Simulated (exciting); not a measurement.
The Mg K edge of atom 1 in NaMgF3, space group Pm-3m, with 6 F at 1.98 Å (octahedral, site symmetry m-3m), was computed at 2 levels: exchange and screened direct term (singlet BSE) and independent particles. Common settings: exciting, all-electron LAPW+lo, LDA, 4×4×4 shifted k points, 23 conduction bands, |G+q| up to 3 bohr⁻¹, full RPA screening with nempty = 47, Lorentzian half width 0.45 eV.

Energy from the Kohn–Sham onset, core level to the lowest empty state found on the meshes used; all runs on one relative scale:

```tsv
E (eV)	run 1	run 2
-3.0	0.03	0.01
-2.5	0.04	0.01
-2.0	0.05	0.01
-1.5	0.07	0.01
-1.0	0.11	0.01
-0.5	0.20	0.01
0.0	0.28	0.01
0.5	0.35	0.02
1.0	0.44	0.02
1.5	0.51	0.02
2.0	0.63	0.03
2.5	0.91	0.04
3.0	1.16	0.05
3.5	1.12	0.06
4.0	1.03	0.07
4.5	1.02	0.09
5.0	1.15	0.13
5.5	1.36	0.17
6.0	1.08	0.20
6.5	1.00	0.19
7.0	0.86	0.22
7.5	0.63	0.27
8.0	0.46	0.28
8.5	0.37	0.32
9.0	0.34	0.40
9.5	0.37	0.56
10.0	0.42	0.78
10.5	0.47	1.10
11.0	0.49	1.11
11.5	0.53	0.82
12.0	0.49	0.65
12.5	0.48	0.61
13.0	0.46	0.64
13.5	0.46	0.67
14.0	0.42	0.67
14.5	0.33	0.59
15.0	0.30	0.62
15.5	0.26	0.81
16.0	0.20	0.98
16.5	0.15	1.09
17.0	0.13	1.25
17.5	0.11	1.25
18.0	0.08	1.02
18.5	0.07	0.88
19.0	0.07	0.66
19.5	0.07	0.43
20.0	0.07	0.31
20.5	0.06	0.26
```

Question: Which run is which, and why?

Run 1: exchange and screened direct term (singlet BSE); highest local maximum in the window at 5.5 eV. Run 2: independent particles; highest local maximum in the window at 17.3 eV. The attractive direct term pulls weight down: the curves pass 0.20 at -0.4 and 6.9 eV in the order of the runs. Fine structure above the first lines is partly noise of the 64-point mesh.

[Banner, clock and machine lines of the logs are left out without a mark of their own.]

[Logs are printed without paths, hosts, clocks, repeated set-up lines and the standing remarks that a program may print on its own settings, such as how far it seeks lower states.]

[Hosts, paths, dates, database ids (printed as entryN), source tags and the programs' standing remarks are cut or masked in the printed files.]
